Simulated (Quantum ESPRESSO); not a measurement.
# CoSi: parallel and opposed starts

Wanted: the moments of CoSi and the energy of each order that was tried.

Main program and level: Quantum ESPRESSO 7.5; PBE; plane waves with GBRV 1.5 PBE potentials, no spin-orbit coupling.

The database entry behind the starting cell differs from later determinations by our own check (0.1 to 0.3 % short, probably kX units), so it need not match the best structure at ambient conditions.

## (1) Set-up

The structure is cubic, space group P2_13 (No. 198). Conventional cell: a = 4.438 Å, b = 4.438 Å, c = 4.438 Å, α = 90.00°, β = 90.00°, γ = 90.00°. Nearest to Co lie 7 Si at 2.28 to 2.47 Å. Nearest to Si lie 7 Co at 2.28 to 2.47 Å. Farther neighbours are not listed.

The cell comes from the Crystallography Open Database.

## (2) Start 1: ferro ++++

The signs are those of the starting moments on the seeded atoms, the atoms that are given a moment.

pw.in reads:

```
&CONTROL
  calculation = 'scf'
  prefix = 'pwscf'
  outdir = './tmp'
  pseudo_dir = './pseudo'
  disk_io = 'nowf'
/
&SYSTEM
  ibrav = 0
  celldm(1) = 8
  nat = 8
  ntyp = 2
  ecutwfc = 40
  ecutrho = 280
  nbnd = 59
  occupations = 'smearing'
  smearing = 'fd'
  degauss = 0.00367493
  nspin = 2
  starting_magnetization(1) = 0.1176
  starting_magnetization(2) = 0
/
&ELECTRONS
  conv_thr = 1.6d-08
  electron_maxstep = 150
  mixing_beta = 0.3
/
ATOMIC_SPECIES
Co     58.9332 co_pbe_v1.2.uspp.F.UPF
Si     28.0850 si_pbe_v1.uspp.F.UPF
CELL_PARAMETERS alat
   1.0483255676361    0.0000000000000    0.0000000000000
   0.0000000000000    1.0483255676361    0.0000000000000
   0.0000000000000    0.0000000000000    1.0483255676361
ATOMIC_POSITIONS crystal
Co      0.1400000000    0.1400000000    0.1400000000
Co      0.3600000000    0.8600000000    0.6400000000
Co      0.6400000000    0.3600000000    0.8600000000
Co      0.8600000000    0.6400000000    0.3600000000
Si      0.8430000000    0.8430000000    0.8430000000
Si      0.6570000000    0.1570000000    0.3430000000
Si      0.3430000000    0.6570000000    0.1570000000
Si      0.1570000000    0.3430000000    0.6570000000
K_POINTS automatic
8 8 8 0 0 0
```

Run with:

```console
OMP_NUM_THREADS=1 mpirun -n 4 pw.x -nk 4 -in pw.in > pw.out
```

Output:

```text
Program PWSCF v.7.5 starts

     Message from routine setup:
     using ibrav=0 with symmetry is DISCOURAGED, use correct ibrav instead

     K-points division:     npool     =       4
     Subspace diagonalization in iterative solution of the eigenvalue problem:

     G-vector sticks info
     --------------------
     sticks:   dense  smooth     PW     G-vecs:    dense   smooth      PW
     Sum        1565     885    277                46681    20197    3407

     Using Slab Decomposition

     bravais-lattice index     =            0
     lattice parameter (alat)  =       8.0000  a.u.
     unit-cell volume          =     589.8730 (a.u.)^3
     number of atoms/cell      =            8
     number of atomic types    =            2
     number of electrons       =        84.00
     number of Kohn-Sham states=           59
     kinetic-energy cutoff     =      40.0000  Ry
     charge density cutoff     =     280.0000  Ry
     scf convergence threshold =      1.6E-08
     mixing beta               =       0.3000
     number of iterations used =            8  plain     mixing
     Exchange-correlation= SLA  PW   PBE  PBE
                           (   1   4   3   4   0   0   0)

     celldm(1)=   8.000000  celldm(2)=   0.000000  celldm(3)=   0.000000
     celldm(4)=   0.000000  celldm(5)=   0.000000  celldm(6)=   0.000000

     crystal axes: (cart. coord. in units of alat)
               a(1) = (   1.048326   0.000000   0.000000 )
               a(2) = (   0.000000   1.048326   0.000000 )
               a(3) = (   0.000000   0.000000   1.048326 )

     reciprocal axes: (cart. coord. in units 2 pi/alat)
               b(1) = (  0.953902  0.000000  0.000000 )
               b(2) = (  0.000000  0.953902  0.000000 )
               b(3) = (  0.000000  0.000000  0.953902 )

     PseudoPot. # 1 for Co read from file:
     co_pbe_v1.2.uspp.F.UPF
     Pseudo is Ultrasoft + core correction, Zval = 17.0
     Generated by new atomic code, or converted to UPF format
     Using radial grid of  863 points,  6 beta functions with:
                l(1) =   0
                l(2) =   0
                l(3) =   1
                l(4) =   1
                l(5) =   2
                l(6) =   2
     Q(r) pseudized with  8 coefficients,  rinner =    1.200   1.200   1.200
                                                       1.200   1.200

     PseudoPot. # 2 for Si read from file:
     si_pbe_v1.uspp.F.UPF
     Pseudo is Ultrasoft + core correction, Zval =  4.0
     Generated by new atomic code, or converted to UPF format
     Using radial grid of  899 points,  6 beta functions with:
                l(1) =   0
                l(2) =   0
                l(3) =   1
                l(4) =   1
                l(5) =   2
                l(6) =   2
     Q(r) pseudized with  8 coefficients,  rinner =    0.900   0.900   0.900
                                                       0.900   0.900

     atomic species   valence    mass     pseudopotential
     Co               17.00    58.93320     Co( 1.00)
     Si                4.00    28.08500     Si( 1.00)

     Starting magnetic structure
     atomic species   magnetization
     Co              0.118
     Si              0.000

     12 Sym. Ops. (no inversion) found ( 9 have fractional translation)

   Cartesian axes

     site n.     atom                  positions (alat units)
         1        Co     tau(   1) = (   0.1467656   0.1467656   0.1467656  )
         2        Co     tau(   2) = (   0.3773972   0.9015600   0.6709284  )
         3        Co     tau(   3) = (   0.6709284   0.3773972   0.9015600  )
         4        Co     tau(   4) = (   0.9015600   0.6709284   0.3773972  )
         5        Si     tau(   5) = (   0.8837385   0.8837385   0.8837385  )
         6        Si     tau(   6) = (   0.6887499   0.1645871   0.3595757  )
         7        Si     tau(   7) = (   0.3595757   0.6887499   0.1645871  )
         8        Si     tau(   8) = (   0.1645871   0.3595757   0.6887499  )

     number of k points=    45  Fermi-Dirac smearing, width (Ry)=  0.0037
                       cart. coord. in units 2pi/alat
        k(    1) = (   0.0000000   0.0000000   0.0000000), wk =   0.0019531
        k(    2) = (   0.0000000   0.0000000   0.1192378), wk =   0.0117188
        k(    3) = (   0.0000000   0.0000000   0.2384755), wk =   0.0117188
        k(    4) = (   0.0000000   0.0000000   0.3577133), wk =   0.0117188
        k(    5) = (   0.0000000   0.0000000  -0.4769511), wk =   0.0058594
        [... 40 further k-points ...]

     Dense  grid:    46681 G-vectors     FFT dimensions: (  48,  48,  48)

     Smooth grid:    20197 G-vectors     FFT dimensions: (  36,  36,  36)

     Check: negative core charge=   -0.000027
     Generating pointlists ...
     new r_m :   0.2225 (alat units)  1.7796 (a.u.) for type    1
     new r_m :   0.2225 (alat units)  1.7796 (a.u.) for type    2

     Initial potential from superposition of free atoms

     starting charge      79.9973, renormalised to      84.0000
     Starting wfcs are   68 randomized atomic wfcs

     Self-consistent Calculation

     iteration #  1     ecut=    40.00 Ry     beta= 0.30
     Davidson diagonalization with overlap
     ethr =  1.00E-02,  avg # of iterations =  4.9

     total energy              =   -1211.05864690 Ry
     estimated scf accuracy    <      62.16926912 Ry

     total magnetization       =     2.36 Bohr mag/cell
     absolute magnetization    =     3.09 Bohr mag/cell

     iteration #  2     ecut=    40.00 Ry     beta= 0.30
     Davidson diagonalization with overlap
     ethr =  1.00E-02,  avg # of iterations =  3.0

     total energy              =   -1229.49426234 Ry
     estimated scf accuracy    <      48.10271903 Ry

     total magnetization       =     0.27 Bohr mag/cell
     absolute magnetization    =     0.45 Bohr mag/cell

     iteration #  3     ecut=    40.00 Ry     beta= 0.30
     Davidson diagonalization with overlap
     ethr =  1.00E-02,  avg # of iterations =  2.0

     total energy              =   -1232.60544169 Ry
     estimated scf accuracy    <       2.96439422 Ry

     total magnetization       =     0.91 Bohr mag/cell
     absolute magnetization    =     2.11 Bohr mag/cell

     [... further iterations left out ...]

     iteration # 12     ecut=    40.00 Ry     beta= 0.30
     Davidson diagonalization with overlap
     ethr =  4.41E-07,  avg # of iterations =  1.5

     total energy              =   -1232.68274158 Ry
     estimated scf accuracy    <       0.00000193 Ry

     total magnetization       =    -0.00 Bohr mag/cell
     absolute magnetization    =     0.00 Bohr mag/cell

     iteration # 13     ecut=    40.00 Ry     beta= 0.30
     Davidson diagonalization with overlap
     ethr =  2.30E-09,  avg # of iterations =  4.0

     total energy              =   -1232.68274270 Ry
     estimated scf accuracy    <       0.00000115 Ry

     total magnetization       =     0.00 Bohr mag/cell
     absolute magnetization    =     0.00 Bohr mag/cell

     iteration # 14     ecut=    40.00 Ry     beta= 0.30
     Davidson diagonalization with overlap
     ethr =  1.37E-09,  avg # of iterations =  1.5

     total energy              =   -1232.68274286 Ry
     estimated scf accuracy    <       0.00000003 Ry

     total magnetization       =     0.00 Bohr mag/cell
     absolute magnetization    =     0.00 Bohr mag/cell

     iteration # 15     ecut=    40.00 Ry     beta= 0.30
     Davidson diagonalization with overlap
     ethr =  3.74E-11,  avg # of iterations =  3.2

     Magnetic moment per site  (integrated on atomic sphere of radius R)
     atom   1 (R=0.222)  charge= 15.2924  magn=  0.0001
     atom   2 (R=0.222)  charge= 15.2924  magn=  0.0001
     atom   3 (R=0.222)  charge= 15.2924  magn=  0.0001
     atom   4 (R=0.222)  charge= 15.2924  magn=  0.0001
     atom   5 (R=0.222)  charge=  1.7036  magn= -0.0000
     atom   6 (R=0.222)  charge=  1.7036  magn= -0.0000
     atom   7 (R=0.222)  charge=  1.7036  magn= -0.0000
     atom   8 (R=0.222)  charge=  1.7036  magn= -0.0000

     End of self-consistent calculation

     [... lines left out ...]
     the Fermi energy is    16.5160 ev

!    total energy              =   -1232.68274289 Ry
     estimated scf accuracy    <          4.3E-09 Ry
     smearing contrib. (-TS)   =      -0.00105261 Ry
     internal energy E=F+TS    =   -1232.68169028 Ry

     The total energy is F=E-TS. E is the sum of the following terms:
     one-electron contribution =    -812.61590814 Ry
     hartree contribution      =     458.62313621 Ry
     xc contribution           =    -148.90964785 Ry
     ewald contribution        =    -729.77927050 Ry

     total magnetization       =     0.00 Bohr mag/cell
     absolute magnetization    =     0.00 Bohr mag/cell

     convergence has been achieved in  15 iterations

=------------------------------------------------------------------------------=
   JOB DONE.
=------------------------------------------------------------------------------=
```

Run time: 1.8 min. Hardware: 4 MPI ranks of Intel Xeon Platinum 8175M at 2.50GHz (Skylake/Cascade Lake), shared host; peak memory 0.68 GiB; 7.1 min of CPU time.

Spin moment in the atom's sphere by atom:

```tsv
atom	spin moment in the atom's sphere (μB)
Co1	0.0001
Co2	0.0001
Co3	0.0001
Co4	0.0001
Si5	0.0000
Si6	0.0000
Si7	0.0000
Si8	0.0000
```

This step gave:

```yaml
smearing_term_ts: 0.01432 eV
magnetization: 0 μB
absolute_magnetization: 0 μB
final_state: non-magnetic
```

Valence density in the ac plane at fractional y = 0.140, with atoms of Co and Si within 0.2 Å of it. It is the smooth field of the valence electrons, not physical close to the nuclei.

Values in e/Å³, 14 rows by 14 columns, each cell a mean:
```
 0  1  1  1  0  0  0  0  0  0  0  0  0  0
 0  0  0  0  0  0  0  0  0  1  0  0  0  0
 0  0  0  0  0  0  0  0  0  0  0  0  0  0
 0  0  0  0  0  0  0  0  0  0  0  0  0  0
 0  0  0  0  0  0  0  0  0  0  0  0  0  0
 0  0  0  0  0  0  0  0  0  0  0  0  0  0
 0  0  0  0  0  0  0  0  0  0  0  0  0  0
 0  0  0  0  0  0  0  0  0  0  0  0  0  0
 0  0  0  0  0  0  0  0  0  1  0  0  0  0
 1  2  2  1  0  0  0  0  0  1  0  0  0  0
 3 10 14  5  1  0  0  0  0  0  0  0  0  1
 6 27 37 14  2  0  0  0  0  0  0  0  0  1
 4 19 27 10  2  0  0  0  0  0  0  0  0  1
 1  4  6  3  1  0  0  0  0  0  0  0  0  0
```
Columns run along a (4.4 Å), rows up along c (4.4 Å). Atoms in or near the plane, at fractional coordinates: Co at (0.14, 0.14), Si at (0.66, 0.34).

## (3) Run 2 (antiferro ++−−)

Changes to pw.in since step 2:

```diff
@@ -11,6 +11,6 @@
   nat = 8
-  ntyp = 2
+  ntyp = 3
   ecutwfc = 40
   ecutrho = 280
-  nbnd = 59
+  nbnd = 55
   occupations = 'smearing'
@@ -20,3 +20,4 @@
   starting_magnetization(1) = 0.1176
-  starting_magnetization(2) = 0
+  starting_magnetization(2) = -0.1176
+  starting_magnetization(3) = 0
 /
@@ -28,3 +29,4 @@
 ATOMIC_SPECIES
-Co     58.9332 co_pbe_v1.2.uspp.F.UPF
+Co1    58.9332 co_pbe_v1.2.uspp.F.UPF
+Co2    58.9332 co_pbe_v1.2.uspp.F.UPF
 Si     28.0850 si_pbe_v1.uspp.F.UPF
@@ -35,6 +37,6 @@
 ATOMIC_POSITIONS crystal
-Co      0.1400000000    0.1400000000    0.1400000000
-Co      0.3600000000    0.8600000000    0.6400000000
-Co      0.6400000000    0.3600000000    0.8600000000
-Co      0.8600000000    0.6400000000    0.3600000000
+Co1     0.1400000000    0.1400000000    0.1400000000
+Co1     0.3600000000    0.8600000000    0.6400000000
+Co2     0.6400000000    0.3600000000    0.8600000000
+Co2     0.8600000000    0.6400000000    0.3600000000
 Si      0.8430000000    0.8430000000    0.8430000000
```

Output:

```text
[banner, memory and clock lines left out]
Program PWSCF v.7.5 starts

     Message from routine setup:
     using ibrav=0 with symmetry is DISCOURAGED, use correct ibrav instead

     bravais-lattice index     =            0
     lattice parameter (alat)  =       8.0000  a.u.
     unit-cell volume          =     589.8730 (a.u.)^3
     number of atoms/cell      =            8
     number of atomic types    =            3
     number of electrons       =        84.00
     number of Kohn-Sham states=           55
     kinetic-energy cutoff     =      40.0000  Ry
     charge density cutoff     =     280.0000  Ry
     scf convergence threshold =      1.6E-08
     mixing beta               =       0.3000
     number of iterations used =            8  plain     mixing
     Exchange-correlation= SLA  PW   PBE  PBE
                           (   1   4   3   4   0   0   0)

     celldm(1)=   8.000000  celldm(2)=   0.000000  celldm(3)=   0.000000
     celldm(4)=   0.000000  celldm(5)=   0.000000  celldm(6)=   0.000000

     crystal axes: (cart. coord. in units of alat)
               a(1) = (   1.048326   0.000000   0.000000 )
               a(2) = (   0.000000   1.048326   0.000000 )
               a(3) = (   0.000000   0.000000   1.048326 )

     reciprocal axes: (cart. coord. in units 2 pi/alat)
               b(1) = (  0.953902  0.000000  0.000000 )
               b(2) = (  0.000000  0.953902  0.000000 )
               b(3) = (  0.000000  0.000000  0.953902 )

     PseudoPot. # 1 for Co read from file:
     co_pbe_v1.2.uspp.F.UPF
     Pseudo is Ultrasoft + core correction, Zval = 17.0

     PseudoPot. # 2 for Co read from file:
     co_pbe_v1.2.uspp.F.UPF
     Pseudo is Ultrasoft + core correction, Zval = 17.0

     PseudoPot. # 3 for Si read from file:
     si_pbe_v1.uspp.F.UPF
     Pseudo is Ultrasoft + core correction, Zval =  4.0

     atomic species   valence    mass     pseudopotential
     Co1              17.00    58.93320     Co( 1.00)
     Co2              17.00    58.93320     Co( 1.00)
     Si                4.00    28.08500     Si( 1.00)

     Starting magnetic structure
     atomic species   magnetization
     Co1             0.118
     Co2            -0.118
     Si              0.000

      2 Sym. Ops. (no inversion) found ( 1 have fractional translation)

   Cartesian axes

     site n.     atom                  positions (alat units)
         1        Co1    tau(   1) = (   0.1467656   0.1467656   0.1467656  )
         2        Co1    tau(   2) = (   0.3773972   0.9015600   0.6709284  )
         3        Co2    tau(   3) = (   0.6709284   0.3773972   0.9015600  )
         4        Co2    tau(   4) = (   0.9015600   0.6709284   0.3773972  )
         5        Si     tau(   5) = (   0.8837385   0.8837385   0.8837385  )
         6        Si     tau(   6) = (   0.6887499   0.1645871   0.3595757  )
         7        Si     tau(   7) = (   0.3595757   0.6887499   0.1645871  )
         8        Si     tau(   8) = (   0.1645871   0.3595757   0.6887499  )

     number of k points=   170  Fermi-Dirac smearing, width (Ry)=  0.0037

     Number of k-points >= 100: set verbosity='high' to print them.

     Dense  grid:    46681 G-vectors     FFT dimensions: (  48,  45,  48)

     Smooth grid:    20197 G-vectors     FFT dimensions: (  36,  36,  36)

     Check: negative core charge=   -0.000026
     Generating pointlists ...
     new r_m :   0.2225 (alat units)  1.7796 (a.u.) for type    1
     new r_m :   0.2225 (alat units)  1.7796 (a.u.) for type    2
     new r_m :   0.2225 (alat units)  1.7796 (a.u.) for type    3

     Initial potential from superposition of free atoms

     starting charge      79.9973, renormalised to      84.0000
     Starting wfcs are   68 randomized atomic wfcs

     Self-consistent Calculation

     iteration #  1     ecut=    40.00 Ry     beta= 0.30
     Davidson diagonalization with overlap
     ethr =  1.00E-02,  avg # of iterations =  3.2

     total energy              =   -1211.65411536 Ry
     estimated scf accuracy    <      60.82890058 Ry

     total magnetization       =    -0.00 Bohr mag/cell
     absolute magnetization    =     3.76 Bohr mag/cell

     iteration #  2     ecut=    40.00 Ry     beta= 0.30
     Davidson diagonalization with overlap
     ethr =  1.00E-02,  avg # of iterations =  3.0

     total energy              =   -1229.45076116 Ry
     estimated scf accuracy    <      47.08513324 Ry

     total magnetization       =    -0.00 Bohr mag/cell
     absolute magnetization    =     0.43 Bohr mag/cell

     [... further iterations left out ...]

     iteration # 17     ecut=    40.00 Ry     beta= 0.30
     Davidson diagonalization with overlap
     ethr =  8.80E-11,  avg # of iterations =  3.9

     total energy              =   -1232.68274274 Ry
     estimated scf accuracy    <       0.00000015 Ry

     total magnetization       =    -0.00 Bohr mag/cell
     absolute magnetization    =     0.00 Bohr mag/cell

     iteration # 18     ecut=    40.00 Ry     beta= 0.30
     Davidson diagonalization with overlap
     ethr =  8.80E-11,  avg # of iterations =  2.0

     Magnetic moment per site  (integrated on atomic sphere of radius R)
     atom   1 (R=0.222)  charge= 15.2924  magn=  0.0001
     atom   2 (R=0.222)  charge= 15.2924  magn=  0.0001
     atom   3 (R=0.222)  charge= 15.2924  magn= -0.0001
     atom   4 (R=0.222)  charge= 15.2924  magn= -0.0001
     atom   5 (R=0.222)  charge=  1.7030  magn=  0.0000
     atom   6 (R=0.222)  charge=  1.7030  magn=  0.0000
     atom   7 (R=0.222)  charge=  1.7032  magn= -0.0000
     atom   8 (R=0.222)  charge=  1.7032  magn= -0.0000

     End of self-consistent calculation

     Number of k-points >= 100: set verbosity='high' to print the bands.

     the Fermi energy is    16.5160 ev

!    total energy              =   -1232.68274276 Ry
     estimated scf accuracy    <          5.7E-09 Ry
     smearing contrib. (-TS)   =      -0.00105263 Ry
     internal energy E=F+TS    =   -1232.68169013 Ry

     The total energy is F=E-TS. E is the sum of the following terms:
     one-electron contribution =    -812.61440467 Ry
     hartree contribution      =     458.62145797 Ry
     xc contribution           =    -148.90947293 Ry
     ewald contribution        =    -729.77927050 Ry

     total magnetization       =    -0.00 Bohr mag/cell
     absolute magnetization    =     0.00 Bohr mag/cell

     convergence has been achieved in  18 iterations
```

Elapsed: 7 min, on 4 MPI ranks; peak memory 1.2 GiB; 28 min of CPU time.

Spin moment in the atom's sphere by atom:

```tsv
atom	spin moment in the atom's sphere (μB)
Co1	0.0001
Co2	0.0001
Co3	-0.0001
Co4	-0.0001
Si5	0.0000
Si6	0.0000
Si7	0.0000
Si8	0.0000
```

This step gave:

```
smearing term TS       : 0.01432 eV
magnetization          : 0 μB
absolute magnetization : 0 μB
final state            : non-magnetic
```

Valence density in the ac plane at fractional y = 0.140, with atoms of Co and Si within 0.2 Å of it. It is the smooth field of the valence electrons, not physical close to the nuclei.

Values in e/Å³, 14 rows by 14 columns, each cell a mean:
```
 0  1  1  1  0  0  0  0  0  0  0  0  0  0
 0  0  0  0  0  0  0  0  0  0  0  0  0  0
 0  0  0  0  0  0  0  0  0  0  0  0  0  0
 0  0  0  0  0  0  0  0  0  0  0  0  0  0
 0  0  0  0  0  0  0  0  0  0  0  0  0  0
 0  0  0  0  0  0  0  0  0  0  0  0  0  0
 0  0  0  0  0  0  0  0  0  0  0  0  0  0
 0  0  0  0  0  0  0  0  0  0  0  0  0  0
 0  0  0  0  0  0  0  0  0  1  0  0  0  0
 1  2  2  1  0  0  0  0  0  1  0  0  0  0
 3 11 14  6  1  0  0  0  0  0  0  0  0  1
 6 28 39 14  2  0  0  0  0  0  0  0  0  1
 4 20 28 11  2  0  0  0  0  0  0  0  0  1
 1  4  6  3  1  0  0  0  0  0  0  0  0  0
```
Columns run along a (4.4 Å), rows up along c (4.4 Å). Atoms in or near the plane, at fractional coordinates: Co at (0.14, 0.14), Si at (0.66, 0.34).

(Part 1 of 2 ends here.)

[Logs and program files are shortened in this print: banners, set-up blocks, solver, clock and traceback lines can be left out without a mark of their own.]

[Logs are printed without paths, hosts, clocks, repeated set-up lines and the standing remarks that a program may print on its own settings, such as how far it seeks lower states.]

[Hosts, paths, dates, database ids (printed as entryN), source tags and the programs' standing remarks are cut or masked in the printed files.]

[Where a cell is said to come from a database of computed structures, the database is the Materials Project.]
